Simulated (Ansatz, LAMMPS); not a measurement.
# Glassy Na2MgSi3O8 (112 atoms): geometry optimisation, part 2 of 2

Aim: bring glassy Na2MgSi3O8 (112 atoms) to a nearby minimum of the energy and see what moves.

Ansatz 0.2.0; Kohn-Sham DFT, PBE, PAW (set soft_2), plane waves.

The cell: 8 Mg, 16 Na, 64 O and 24 Si. The quench rate of 10 K/ps is orders of magnitude faster than experiment. The network of bonds at the start is that of the classical potential that made the cell. Only the Γ point is sampled, in a cell whose shortest periodic width is 11 Å.

So far, density (g/cm³): step 5 (distances and neighbours after relaxation) 2.67.

## Step 6: Single point at the relaxed geometry

The electronic structure is read at the final geometry, in a run of its own.

The input, input.yaml:

```yaml
crystal:
  lattice:
    - [11.20281, 0.0, 0.0]
    - [0.0, 11.20281, 0.0]
    - [0.0, 0.0, 11.20281]
  atoms:
    - { symbol: Mg, position: [0.49391, 0.63176, 0.19186] }
    - { symbol: Mg, position: [0.56264, 0.04707, 0.38149] }
    - { symbol: Mg, position: [0.37771, 0.04466, 0.60509] }
    - { symbol: Mg, position: [0.2443, 0.79214, 0.7847] }
    - { symbol: Mg, position: [0.70332, 0.8038, 0.31847] }
    - { symbol: Mg, position: [0.485, 0.63215, 0.6811] }
    - { symbol: Mg, position: [0.97845, 0.47954, 0.49638] }
    - { symbol: Mg, position: [0.07124, 0.3957, 0.98253] }
    - { symbol: Na, position: [0.91959, 0.19083, 0.74785] }
    - { symbol: Na, position: [0.29321, 0.59758, 0.5292] }
    - { symbol: Na, position: [0.48087, 0.92457, 0.14966] }
    - { symbol: Na, position: [0.74405, 0.58041, 0.59501] }
    - { symbol: Na, position: [0.99856, 0.70914, 0.8941] }
    - { symbol: Na, position: [0.09633, 0.00049, 0.57197] }
    - { symbol: Na, position: [0.8415, 0.22401, 0.0387] }
    - { symbol: Na, position: [0.15131, 0.54859, 0.76139] }
    - { symbol: Na, position: [0.66779, 0.09318, 0.71845] }
    - { symbol: Na, position: [0.60396, 0.85339, 0.59218] }
    - { symbol: Na, position: [0.03315, 0.31429, 0.25509] }
    - { symbol: Na, position: [0.69221, 0.99243, 0.04839] }
    - { symbol: Na, position: [0.8708, 0.23275, 0.46148] }
    - { symbol: Na, position: [0.40666, 0.54211, 0.91098] }
    - { symbol: Na, position: [0.28405, 0.00046, 0.30763] }
    - { symbol: Na, position: [0.28447, 0.50652, 0.14611] }
    - { symbol: O, position: [0.51294, 0.05249, 0.93504] }
    - { symbol: O, position: [0.17862, 0.04978, 0.97226] }
    - { symbol: O, position: [0.12528, 0.68093, 0.2439] }
    - { symbol: O, position: [0.26838, 0.38782, 0.43688] }
    - { symbol: O, position: [0.09798, 0.69278, 0.47581] }
    - { symbol: O, position: [0.23509, 0.35214, 0.6604] }
    - { symbol: O, position: [0.93655, 0.03062, 0.40161] }
    - { symbol: O, position: [0.36304, 0.20732, 0.81034] }
    - { symbol: O, position: [0.05814, 0.32311, 0.50124] }
    - { symbol: O, position: [0.66772, 0.22207, 0.398] }
    - { symbol: O, position: [0.82013, 0.84681, 0.79669] }
    - { symbol: O, position: [0.32439, 0.64902, 0.73032] }
    - { symbol: O, position: [0.29938, 0.75916, 0.38504] }
    - { symbol: O, position: [0.11723, 0.89931, 0.35745] }
    - { symbol: O, position: [0.51869, 0.47103, 0.74536] }
    - { symbol: O, position: [0.61423, 0.84401, 0.90557] }
    - { symbol: O, position: [0.72336, 0.79612, 0.14039] }
    - { symbol: O, position: [0.81198, 0.43821, 0.45932] }
    - { symbol: O, position: [0.80458, 0.0735, 0.89406] }
    - { symbol: O, position: [0.85492, 0.23328, 0.25] }
    - { symbol: O, position: [0.28722, 0.88502, 0.13786] }
    - { symbol: O, position: [0.9061, 0.88342, 0.0059] }
    - { symbol: O, position: [0.84034, 0.06809, 0.60651] }
    - { symbol: O, position: [0.64252, 0.70449, 0.71677] }
    - { symbol: O, position: [0.71212, 0.4979, 0.24207] }
    - { symbol: O, position: [0.04212, 0.23453, 0.0416] }
    - { symbol: O, position: [0.76092, 0.66402, 0.39903] }
    - { symbol: O, position: [0.01035, 0.99046, 0.81537] }
    - { symbol: O, position: [0.92602, 0.84549, 0.54613] }
    - { symbol: O, position: [0.67881, 0.06132, 0.23381] }
    - { symbol: O, position: [0.04894, 0.04759, 0.18385] }
    - { symbol: O, position: [0.12893, 0.18847, 0.78767] }
    - { symbol: O, position: [0.54735, 0.5001, 0.0799] }
    - { symbol: O, position: [0.52492, 0.7813, 0.2963] }
    - { symbol: O, position: [0.44404, 0.10084, 0.24851] }
    - { symbol: O, position: [0.5019, 0.37854, 0.45939] }
    - { symbol: O, position: [0.94474, 0.60139, 0.61524] }
    - { symbol: O, position: [0.40139, 0.54623, 0.31907] }
    - { symbol: O, position: [0.08609, 0.48079, 0.13132] }
    - { symbol: O, position: [0.43764, 0.93203, 0.45732] }
    - { symbol: O, position: [0.22031, 0.3905, 0.89112] }
    - { symbol: O, position: [0.58564, 0.26333, 0.85486] }
    - { symbol: O, position: [0.1813, 0.75278, 0.94978] }
    - { symbol: O, position: [0.23753, 0.15192, 0.52372] }
    - { symbol: O, position: [0.93255, 0.66881, 0.1058] }
    - { symbol: O, position: [0.38858, 0.33254, 0.2438] }
    - { symbol: O, position: [0.37377, 0.67228, 0.07061] }
    - { symbol: O, position: [0.71824, 0.92936, 0.44809] }
    - { symbol: O, position: [0.37976, 0.85442, 0.91328] }
    - { symbol: O, position: [0.77401, 0.42956, 0.02388] }
    - { symbol: O, position: [0.65142, 0.30171, 0.63007] }
    - { symbol: O, position: [0.08714, 0.76525, 0.70509] }
    - { symbol: O, position: [0.94571, 0.53677, 0.30907] }
    - { symbol: O, position: [0.77109, 0.64287, 0.90516] }
    [... 28 atom lines left out ...]
    - { symbol: Si, position: [0.7972, 0.53448, 0.35279] }
    - { symbol: Si, position: [0.88239, 0.9548, 0.87705] }
    - { symbol: Si, position: [0.0021, 0.96381, 0.29032] }
    - { symbol: Si, position: [0.81553, 0.50083, 0.90211] }
    - { symbol: Si, position: [0.61813, 0.37207, 0.75676] }
    - { symbol: Si, position: [0.71753, 0.19894, 0.25617] }
kpoints:
  mp_grid: { grid: [1, 1, 1] }
hamiltonian:
  xc: pbe
scf:
  occupations: { method: fixed }
output:
  forces: true
  stress: true
  populations: true
  dos:
    method: { smearing: { sigma: 0.15 } }
    de: 0.1
    projected: { site_lists: { Mg: [Mg], Na: [Na], O: [O], Si: [Si] } }
  eigenvalues: true
  write_density: true
  write_potential: true
  volumetric_format: npy
```

The run is started by

```sh
> ansatz run input.yaml --threads 4 --pin off --max-ram 8192MiB --backend cpu --events-out ev --progress --plain --runs-dir out
```

Elapsed: 20 s, on 4 threads of Intel Xeon Platinum 8259CL at 2.50GHz (Skylake/Cascade Lake), shared host; peak memory 2.1 GiB; 77 s of CPU time.

The run gave:

```
free energy                                      : -90870.9313 eV
free energy per atom                             : -811.3476 eV/atom
SCF cycles                                       : 9
pressure                                         : 1.454 GPa
r.m.s. force component                           : 0.00734 eV/Å
longest force                                    : 0.0361 eV/Å
Fermi energy                                     : 4.99 eV
gap (highest filled to lowest empty level) : 2.776 eV
spilling of the projection                       : 0.009785
```

Löwdin charges by element and coordination (they lack the spilled electrons, 0.062 e an atom on average):

| element | coordination | atoms | mean charge (e) | spread | least | most |
| --- | --- | --- | --- | --- | --- | --- |
| Mg | all | 8 | 1.63 | 0.0094 | 1.61 | 1.64 |
| Mg | 4 | 5 | 1.63 | 0.0085 | 1.62 | 1.64 |
| Mg | 5 | 2 | 1.62 | 0.0039 | 1.61 | 1.62 |
| Mg | 6 | 1 | 1.63 | 0 | 1.63 | 1.63 |
| Na | all | 16 | 0.786 | 0.0123 | 0.765 | 0.810 |
| Na | 4 | 1 | 0.810 | 0 | 0.810 | 0.810 |
| Na | 5 | 4 | 0.779 | 0.0117 | 0.766 | 0.793 |
| Na | 6 | 6 | 0.785 | 0.0106 | 0.765 | 0.797 |
| Na | 7 | 3 | 0.786 | 0.0062 | 0.777 | 0.790 |
| Na | 8 | 2 | 0.794 | 0.0081 | 0.786 | 0.803 |
| O | all | 64 | -0.914 | 0.116 | -1.35 | -0.763 |
| O | 2 | 6 | -0.793 | 0.0186 | -0.816 | -0.763 |
| O | 3 | 21 | -0.845 | 0.0775 | -1.03 | -0.782 |
| O | 4 | 31 | -0.962 | 0.0881 | -1.06 | -0.802 |
| O | 5 | 6 | -1.03 | 0.161 | -1.35 | -0.821 |
| Si | all | 24 | 1.66 | 0.0521 | 1.56 | 1.75 |

States in the cell by windows of 1 eV, zero at the Fermi level; the larger projections on atomic orbitals stand beside the total:

| from (eV) | to (eV) | total | O p | Si p | O s |
| --- | --- | --- | --- | --- | --- |
| -18 | -17 | 34.4 | 0.6 | 4.1 | 27.4 |
| -17 | -16 | 5.0 | 0.1 | 0.7 | 4.0 |
| -16 | -15 | 1.6 | 0.0 | 0.2 | 1.3 |
| -15 | -14 | 2.0 | 0.0 | 0.0 | 1.8 |
| -14 | -11 | 0.0 | 0.0 | 0.0 | 0.0 |
| -11 | -10 | 6.9 | 4.6 | 0.3 | 0.3 |
| -10 | -9 | 12.3 | 8.3 | 0.9 | 0.7 |
| -9 | -8 | 14.5 | 10.2 | 1.7 | 0.7 |
| -8 | -7 | 23.7 | 17.8 | 4.2 | 0.5 |
| -7 | -6 | 12.9 | 9.9 | 2.2 | 0.3 |
| -6 | -5 | 46.3 | 36.7 | 4.8 | 2.3 |
| -5 | -4 | 61.4 | 52.9 | 3.7 | 2.0 |
| -4 | -3 | 68.1 | 62.4 | 2.2 | 1.1 |
| -3 | -2 | 75.9 | 71.4 | 1.7 | 0.7 |
| -2 | -1 | 47.6 | 45.4 | 0.8 | 0.3 |
| -1 | 0 | 12.8 | 12.1 | 0.1 | 0.1 |
| 0 | 1 | 1.5 | 1.4 | 0.0 | 0.0 |
| 1 | 2 | 0.0 | 0.0 | 0.0 | 0.0 |
| 2 | 3 | 1.9 | 0.0 | 0.0 | 0.5 |
| 3 | 4 | 0.1 | 0.0 | 0.0 | 0.0 |
| 4 | 5 | 11.5 | 1.3 | 0.9 | 1.8 |

With fixed occupations the program's Fermi level is the highest filled level; weight inside the gap is the broadening of levels at its edges.

Between -26 and -18 eV lie 181 more states.

About 97 of the 704 electrons lie in deeper levels, below the stored range.

The levels nearest the highest filled one (over half full), pooled over k-points and spins:

| level less the highest filled one (eV) | occupation |
| --- | --- |
| -0.718 | 2 |
| -0.672 | 2 |
| -0.505 | 2 |
| -0.391 | 2 |
| -0.119 | 2 |
| 0 | 2 |
| 2.78 | 0 |
| 4.24 | 0 |
| 4.29 | 0 |
| 4.68 | 0 |
| 4.75 | 0 |
| 4.76 | 0 |

Electrostatic potential energy in the bc plane at fractional x = 0.389, with atoms of Mg and Na and O and Si within 0.2 Å of it. With pseudopotentials it is smooth inside the atoms' cores, unlike the true potential.

Ten even steps from '_' (-41 eV) to '@' (10 eV), each cell a mean:
```
@@@@@@@@%%%%%%%%%%@@@@@@@@@@@@%%##++##%%@@@@@@@@@@%%##++##@@@@@@
@@@@@@@@%%##**##%%@@@@@@@@@@@@##::__..**@@@@@@@@@@%%::__..**@@@@
@@@@@@@@%%##**##%%@@@@@@@@@@@@##--__..##@@@@@@@@@@%%--__::**%%@@
@@@@@@@@%%++::--**@@@@@@@@@@@@%%%%####%%@@@@@@@@@@@@%%####%%%%@@
@@@@@@@@@@==__..++@@@@@@@@@@@@@@@@@@@@@@@@@@@@@@@@@@@@@@@@@@@@@@
@@@@@@@@@@%%++**%%@@@@@@@@@@@@@@@@@@@@@@@@@@@@@@@@@@@@@@@@@@@@@@
@@@@@@@@@@@@@@@@@@@@@@@@@@@@@@@@@@@@@@@@%%%%@@@@@@@@@@@@@@@@@@@@
##**##%%%%@@@@@@@@@@@@@@@@@@@@@@@@@@@@@@%%@@@@@@@@@@@@@@@@@@@@%%
::__..++%%@@@@@@@@@@@@@@@@@@@@@@@@@@@@@@@@@@@@@@@@@@@@@@@@@@%%##
______--%%@@@@@@@@@@@@@@@@@@@@@@@@@@@@@@@@@@@@@@@@@@@@@@@@@@%%**
++::==##%%@@@@@@@@@@@@@@@@@@@@@@@@@@%%%%@@@@@@@@@@@@@@@@@@@@@@%%
%%%%%%@@@@@@@@@@@@@@@@@@@@@@@@@@@@@@@@@@@@@@@@@@@@%%%%@@@@%%%%%%
@@@@@@@@@@@@@@@@@@@@@@@@%%%%%%%%@@@@@@@@@@@@@@%%**++**%%%%++++%%
@@@@@@@@@@@@@@@@@@@@%%##==--==##%%@@@@@@@@@@%%**--..--**%%****%%
@@@@@@@@@@@@@@@@@@@@##--______==####%%@@@@@@%%##==::==##%%@@@@@@
@@@@@@@@@@@@@@@@@@@@##--______----..::##@@@@@@%%######%%@@@@@@@@
@@@@@@@@@@@@@@@@@@%%++====--==**--__..**@@@@@@@@@@@@@@@@@@@@@@@@
@@@@##**##%%######--____==%%%%@@%%****@@@@@@@@@@@@@@@@@@@@@@@@@@
@@@@%%****--....==--__..++@@@@@@@@@@@@@@@@@@@@@@@@@@@@@@@@@@@@@@
@@@@@@%%++______..****##@@@@@@@@@@@@@@@@@@@@@@@@@@@@@@@@@@@@@@@@
@@@@@@%%**::____--##@@@@@@@@@@@@@@@@@@@@%%##%%@@@@@@@@@@@@@@@@@@
@@@@@@@@%%##**++**%%@@@@@@@@@@@@@@@@@@@@==..::**@@@@@@@@@@@@@@@@
@@@@@@@@@@%%++..::##@@@@@@@@@@@@@@@@@@@@==....**%%%%%%@@@@@@@@@@
@@@@@@@@@@@@**----%%@@@@@@@@@@@@@@@@@@@@%%**##%%%%%%%%@@@@@@@@@@
```
Columns run along b (11.2 Å; values clipped at the 3rd and 97th percentile), rows up along c (11.2 Å). Atoms in or near the plane, at fractional coordinates: Mg at (0.04, 0.61), Na at (0.54, 0.91), O at (0.55, 0.32), O at (0.33, 0.24), O at (0.67, 0.07), O at (0.85, 0.91), Si at (0.21, 0.18), Si at (0.41, 0.36).

Valence density in the bc plane at fractional x = 0.389, with atoms of Mg and Na and O and Si within 0.2 Å of it. It is the smooth field of the valence electrons, not physical close to the nuclei.

Ten steps, logarithmic in the rise over the least value, from '_' (0 e/Å³) to '@' (19 e/Å³), each cell a mean:
```
__________..::----..____________--==--............::==++==::..__
________....::::..____________::##%%##--________..--**##**==::__
________..::----::..__________::**%%##--________..--**##**==::__
________::==**++==::____________::--::..__________..------::..__
________::++##**==::__________________........______........____
________..--++==--..________________..::----::..________________
__________........__________________..::----::..____________....
......______________________________..::::::::..______________..
**%%##--________________________________....__________________..
##@@@@==______________________________________________________..
--**++::__________________________________........________......
..________________________________________..............::----::
..____________________........____________............::--++++--
..__________________....::............______..::::::::::--====--
____________________..........::--==--::..__..::::::::..::::::..
__________________..::::....::==++##**==..____..::::....________
__..::--::........--==++==::::==**####==::______________________
..::======--::::--++####++::..::--====::..______________________
__::--====--::::--++####++::..__........________________________
__....::::::__..::--==--::..____________......__________....____
______........::::......______________..------::..____........__
________..::--====::..______________..--++##**==::..........____
________..::==****==..______________..--++##**==::......________
__________::==**++--..________________::--====--::........______
```
Columns run along b (11.2 Å), rows up along c (11.2 Å). Atoms in or near the plane, at fractional coordinates: Mg at (0.04, 0.61), Na at (0.54, 0.91), O at (0.55, 0.32), O at (0.33, 0.24), O at (0.67, 0.07), O at (0.85, 0.91), Si at (0.21, 0.18), Si at (0.41, 0.36).

Mean Löwdin charges: Mg +1.63, Na +0.79, O -0.91, Si +1.66 e (they miss 0.98 % of the electrons, so they add up to more than the cell's charge).

A closer look about O36, whose charge lies farthest from its element's mean: 11 atoms, nearest first, numbered in the order of the input, with positions taken from that point.

| atom | x | y | z | distance (Å) | bonds | Löwdin charge (e) |
| --- | --- | --- | --- | --- | --- | --- |
| O36 | 0.00 | 0.00 | 0.00 | 0.00 | 5 | -1.35 |
| Mg6 | 1.80 | -0.19 | -0.55 | 1.89 | 4 | 1.62 |
| Mg4 | -0.90 | 1.60 | 0.61 | 1.94 | 5 | 1.61 |
| Na16 | -1.94 | -1.13 | 0.35 | 2.27 | 6 | 0.76 |
| Na10 | -0.35 | -0.58 | -2.25 | 2.35 | 6 | 0.78 |
| Na22 | 0.92 | -1.20 | 2.02 | 2.53 | 5 | 0.77 |
| O39 | 2.18 | -1.99 | 0.17 | 2.96 | 3 | -0.99 |
| O76 | -2.66 | 1.30 | -0.28 | 2.97 | 5 | -1.01 |
| O85 | 1.78 | 0.60 | -2.34 | 3.00 | 4 | -1.03 |
| O73 | 0.62 | 2.30 | 2.05 | 3.14 | 4 | -0.85 |
| O67 | -1.60 | 1.16 | 2.46 | 3.16 | 3 | -1.03 |

The column of bonds counts only the pairs O-Si within 2.12 Å, O-Na within 3.09 Å, O-Mg within 2.52 Å; other neighbours, such as metal atoms beside each other in a compound, aren't counted, and periodic images can show an atom twice.

## Step 7: With basis.ecutwfc = "18.4 Ry" and basis.xc_grid = 3

Changed here: basis.ecutwfc = "18.4 Ry" and basis.xc_grid = 3.

input.yaml: that of step 6 with these lines changed.

```diff
@@ -6,3 +6,3 @@
   atoms:
-    [... the 112 atom lines of step 6 ...]
+    [... the 112 atom lines of step 3 ...]
 kpoints:
@@ -22,4 +22,4 @@
   eigenvalues: true
-  write_density: true
-  write_potential: true
-  volumetric_format: npy
+basis:
+  xc_grid: 3
+  ecutwfc: "18.4 Ry"
```

It took 11 s on 4 threads; peak memory 1.4 GiB.

The program notes that the cutoff lies under the one recommended for these potentials.

Forces differ from those of the single point at the start by 144 meV/Å r.m.s., 11 % of their size; the energy by +1172 meV/atom, the pressure by +2.0 GPa and the gap by -0.11 eV. It took 0.56 times the reference's time (shared host, so rough).

## Step 8: Summary of results

```
energy change in the relaxation                  : -96.44 meV/atom
r.m.s. displacement                              : 0.316 Å
largest displacement                             : 1.258 Å
free energy per atom                             : -811.3476 eV/atom
pressure                                         : 1.454 GPa
r.m.s. force component                           : 0.00734 eV/Å
gap (highest filled to lowest empty level) : 2.776 eV
wall time of the 4 DFT runs                      : 3 min
```

Relaxation lowers the energy by 96.4 meV/atom and moves atoms by 0.32 Å r.m.s.; the r.m.s. force component goes from 1.3 to 0.0073 eV/Å, the pressure goes from 4.3 to 1.5 GPa, and the gap from 2.16 to 2.78 eV. By the final cutoffs 5 of 219 bonded pairs parted and 15 joined. First to last step the energy falls by 10.801 eV; the largest move, 1.26 Å, is that of Mg7. The O-Mg bonds change most in mean length: from 2.081 Å (spread 0.152) to 2.052 Å (spread 0.114), and their number from 34 to 36. Counting bonds as in the table, 62 % of Mg atoms have 4, 38 % of Na atoms have 6, 48 % of O atoms have 4 and all Si atoms have 4 bonded neighbours. 52 % of the oxygens bridge two formers (Si) and 47 % are non-bridging; 2 % join none. Between filled and empty levels lie 2.78 eV (at Γ alone); a semilocal functional tends to put such gaps too low. In a disordered cell it changes from sample to sample, and tail or defect levels can set it.

What to keep in mind: The starting topology of bonds comes from the classical model; in DFT 5 of its 219 bonded pairs passed out of the cutoffs and 15 came within them.

Against the measurements quoted at the start:

| quantity | measured | this cell | difference | method of the measurement |
| --- | --- | --- | --- | --- |
| number of O about Mg | 4.5 | 4.5 | +0.0 % | 25Mg MAS/3QMAS NMR (35.2 T) |

The cell differs from the measured neighbour counts by up to 0.0 %. The network comes from the model that made the cell; in DFT 5 of its 219 bonded pairs passed out of the cutoffs and 15 came within them. Our coordination numbers hang on a cutoff, and experiments count neighbours in their own ways.

[Logs are printed without paths, hosts, clocks, repeated set-up lines and the standing remarks that a program may print on its own settings, such as how far it seeks lower states.]

[Hosts, paths, dates, database ids (printed as entryN), source tags and the programs' standing remarks are cut or masked in the printed files.]
